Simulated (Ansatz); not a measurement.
# What LiY (built on the sites of a database entry of LiIn) distorts into, part 3 of 3

Aim: this structure of LiY (built on the sites of a database entry of LiIn) is to be tested for unstable modes, and one is followed downhill.

Ansatz 0.2.0; DFT PBEsol, scalar-relativistic, plane waves, PAW.

So far. Step 5 (Energy along the mode, all amplitudes (two of the runs …): The lowest of the steps tried is at 0.45 Å, 24.2 meV/atom below the parent; the bottom of the well need not coincide with a step. Step 7 (The new phase in its own primitive cell): The largest force component left is 0.42 meV/Å and the pressure is -0.002 GPa, within the tolerances set. The cell now holds 25.02 Å³/atom. The relaxed cell has a = 5.474, c = 6.678 Å (conventional setting).

The structure was built from a prototype and need not be the compound's stable phase.

### 8. Modes of the new phase, k-mesh 8×8×6

A relaxed structure may still be a saddle point, so its zone-centre modes are computed. No field response is asked, since the mesh shows no gap.

File input.yaml:

```yaml
crystal:
  lattice:
    - [5.4743016877, 0.0, 0.0]
    - [0.0, 5.4743016877, 0.0]
    - [0.0, 0.0, 6.6779102186]
  atoms:
    - { symbol: Li, position: [0.7127264226, 0.2872735774, 0.75] }
    - { symbol: Li, position: [0.2872735774, 0.7127264226, 0.25] }
    - { symbol: Li, position: [0.2127264226, 0.2127264226, 0.0] }
    - { symbol: Li, position: [0.7872735774, 0.7872735774, 0.5] }
    - { symbol: "Y", position: [0.6799797242, 0.3200202758, 0.25] }
    - { symbol: "Y", position: [0.3200202758, 0.6799797242, 0.75] }
    - { symbol: "Y", position: [0.1799797242, 0.1799797242, 0.5] }
    - { symbol: "Y", position: [0.8200202758, 0.8200202758, 0.0] }
kpoints:
  mp_grid: { grid: [8, 8, 6] }
hamiltonian:
  xc: pbesol
scf:
  occupations: { method: methfessel_paxton, width: 0.2 }
output:
  eigenvalues: true
phonons:
  method: dfpt
```

Launch:

```console
> ansatz run input.yaml --threads 4 --pin off --max-ram 14336MiB --backend cpu --events-out ev --progress --plain --runs-dir out
```

Numbers of over 12 decimals in the logs are rounded to 6 here.

The program printed:

```text
[...]
Crystal: 8 atoms, lattice volume = 200.123 Å³
Basis set: ecut = 420 eV, 3899 PW (Γ), exchange–correlation on 80×80×96 points (8 copies of the dense FFT grid, shifted against one another)
Bands: 36, of which v1, the nominal top of the filled ones, is band 28 counted from 1 (27 counted from 0)
Symmetry: 8 space group operations
k-points: 196 of 384 (irreducible under 1 space group operation, time reversal used)
[...]
SCF iter   1: F=—  HF=-15990.197638 eV  |F-HF|=—  |Δ(HF+E_count)|=         —  Δρ=3.04e-3  dr2=1.87e-2  ethr=1.77e-3  ⟨swp⟩=6.1  Hψ=68511  notcnv=0
[...]
SCF iter   9: F=-15990.191215 eV  HF=-15990.191215 eV  |F-HF|=1.82e-12  |Δ(HF+E_count)|=  7.28e-12  S|Δr|=    0.00e0  Δρ=1.65e-8  dr2=4.50e-13  ethr=1.00e-12  ⟨swp⟩=10.0  Hψ=34891  notcnv=0
SCF 1 converged in 9 iterations: F = -15990.191215 eV  dr2 = 4.50e-13
[...]
DFPT response loops at Γ: preconditioner auto → Kerker (q_TF=auto, 2.207 Å⁻¹) (partly filled bands, converged f_vac=0.000); β = 1.00, the filter's whole step (`scf.mixing.beta` (0.50) is not read by the response loops under this deck's `scf.mixing.preconditioner`; to damp them name `kerker` or `kerker_dos`, under which they read `scf.mixing.beta`, and type it under 1.00, their step now; both keys bind the ground state too); Broyden in place of MSR1
SCF converged after 9 iterations
[...]
Free energy (F): -15990.191215 eV
[...]
Internal energy: -15990.212938 eV  (E = F + TS)
E sigma→0 (E₀):  -15990.196645 eV
Entropy (-TS):   0.021723 eV (2.715 meV/atom)
Fermi energy:    6.520517 eV
[...]
--- Band table (eV; the first three rows and the last of 196) ---
  k-point 0: bands = [... 24 lower, 5.8259, 5.9611, 6.4260, 6.5529, 6.6741, 6.6741, 6.7763, 7.0438, ... 12 higher]
  k-point 1: bands = [... 24 lower, 5.8562, 6.2114, 6.2192, 6.6948, 6.7053, 6.8052, 6.9414, 7.0869, ... 12 higher]
  k-point 2: bands = [... 24 lower, 5.7126, 5.9219, 6.5189, 6.8067, 6.9001, 6.9859, 7.0286, 7.1081, ... 12 higher]
  k-point 195: bands = [... 24 lower, 5.5246, 5.5246, 5.5246, 5.5246, 6.9026, 6.9026, 6.9026, 6.9026, ... 12 higher]
--- Phonons (Γ-DFPT): 4 representative perturbations + reference, on 196 of 384 k-points (Σ response iterations 12) ---
  k mesh reduced under 1 symmetry operation, with k and −k counted as one. Each operation leaves every solved perturbation unchanged. A smaller set is not used because it would not reduce the number of displacements times k-points to solve
  ASR residual: 4.694e-6 → 0.000e0 eV/Å²; symmetrization residual: 8.624e-7 eV/Å²
  ASR residual per site (eV/Å²): 4.69e-6 4.69e-6 4.69e-6 4.69e-6 2.89e-6 2.89e-6 2.89e-6 2.89e-6
  Γ frequencies (cm⁻¹): -38.02 0.00 0.00 0.00 70.83 70.83 81.24 106.75 108.88 115.70 129.76 129.76 205.77 210.58 210.58 221.99 299.02 305.77 305.77 318.74 323.21 337.13 338.64 338.64
  non-analytic LO–TO correction: not included (Born effective charges unavailable; polar crystals: no LO–TO splitting at Γ)
```

The job ended after 4 min (4 threads of Arm Neoverse V1, shared host; peak memory 4.7 GiB).

Numbers from this step:

```
sum-rule residual before enforcement                    : 4.69e-6 eV/Å²
point group                                             : 422
highest optical mode at the zone centre (no LO-TO term) : 338.6 cm⁻¹
lowest optical zone-centre mode                         : -38.02 cm⁻¹
```

Patterns of degenerate modes are one choice out of their space. The modes at Γ (shares of kinetic energy by element, %) (negative means imaginary):

| mode | frequency (cm⁻¹) | symmetry | Li % | Y % |
| --- | --- | --- | --- | --- |
| 1 | -38.0 | B1 | 11 | 89 |
| 2 | 0.0 | acoustic | 7 | 93 |
| 3 | 0.0 | acoustic | 7 | 93 |
| 4 | 0.0 | acoustic | 7 | 93 |
| 5 | 70.8 | E | 3 | 97 |
| 6 | 70.8 | E | 3 | 97 |
| 7 | 81.2 | A1 | 0 | 100 |
| 8 | 106.8 | B1 | 0 | 100 |
| 9 | 108.9 | A2 | 5 | 95 |
| 10 | 115.7 | B2 | 6 | 94 |
| 11 | 129.8 | E | 9 | 91 |
| 12 | 129.8 | E | 9 | 91 |
| 13 | 205.8 | B1 | 90 | 10 |
| 14 | 210.6 | E | 86 | 14 |
| 15 | 210.6 | E | 86 | 14 |
| 16 | 222.0 | A2 | 95 | 5 |
| 17 | 299.0 | A2 | 93 | 7 |
| 18 | 305.8 | E | 98 | 2 |
| 19 | 305.8 | E | 98 | 2 |
| 20 | 318.7 | A1 | 100 | 0 |
| 21 | 323.2 | B1 | 99 | 1 |
| 22 | 337.1 | B2 | 94 | 6 |
| 23 | 338.6 | E | 97 | 3 |
| 24 | 338.6 | E | 97 | 3 |

Displacements in mode 1 (-38.0 cm⁻¹), the largest set to 1:
```
Li1  1.00  1.00 -0.06
Li2 -1.00 -1.00 -0.06
Li3  1.00 -1.00  0.06
Li4 -1.00  1.00  0.06
Y5   0.78  0.78  0.27
Y6  -0.78 -0.78  0.27
Y7   0.78 -0.78 -0.27
Y8  -0.78  0.78 -0.27
```

Displacements in mode 6 (70.8 cm⁻¹), the largest set to 1:
```
Li1  0.12  0.20  0.50
Li2  0.12  0.20 -0.50
Li3  0.19  0.25  0.09
Li4  0.19  0.25 -0.09
Y5   0.00 -0.01  1.00
Y6   0.00 -0.01 -1.00
Y7  -0.03 -0.03  0.18
Y8  -0.03 -0.03 -0.18
```

Before it was imposed, the acoustic sum rule was missed by 4.7e-6 eV/Å². Small misses are needed for a sound result but don't prove that mesh and cutoff are converged. The lowest optical mode is imaginary, 38.0i cm⁻¹, so the energy falls along it.

### 9. Results

```yaml
unstable_mode_of_the_parent: q = (0, -0.5, -0.5), 61i cm⁻¹
depth_at_the_lowest_point_sampled: 24.2 meV/atom
largest_atomic_shift_at_that_point: 0.45 Å
space_group_reached_within_0p01_a: P4_12_12
energy_gained_over_the_parent_first_relaxation_on_the_mesh_of_the_frozen_mode: 49.4 meV/atom
volume_per_atom_phase_reached: 25.0 Å³
lowest_optical_zone_centre_mode_phase_reached: -38.0 cm⁻¹
highest_optical_mode_at_the_zone_centre_no_lo_to_term_phase_reached: 339 cm⁻¹
```

Along this mode the structure falls into P4_12_12, 49.4 meV/atom below the parent. At the parent's cell the well is 24.19 meV/atom deep on the steps tried, with its lowest point at a shift of 0.45 Å. Relaxing atoms and cell changes the gain by +25.16 meV/atom against the lowest step (energies at zero smearing). The new phase still has an imaginary mode at the zone centre of its cell, so it is a saddle point on the way to a lower structure. Of the 6 patterns followed to their end from this parent, this one ends 45.1 meV/atom above the lowest, Pnma. Another end point lies within 1 meV/atom; how such a difference moves with mesh and cutoff was not tested. Each path keeps the symmetry of its pattern, so a lower phase may lie along a pattern not tried. With no gap, or one that is small against the smearing, the frequencies hang on the k mesh and the smearing, most of all near Kohn anomalies. The starting cell was built on a prototype and not taken from a measurement, so the phase need not exist.

[Logs are printed without paths, hosts, clocks, repeated set-up lines and the standing remarks that a program may print on its own settings, such as how far it seeks lower states.]

[Hosts, paths, dates, database ids (printed as entryN), source tags and the programs' standing remarks are cut or masked in the printed files.]
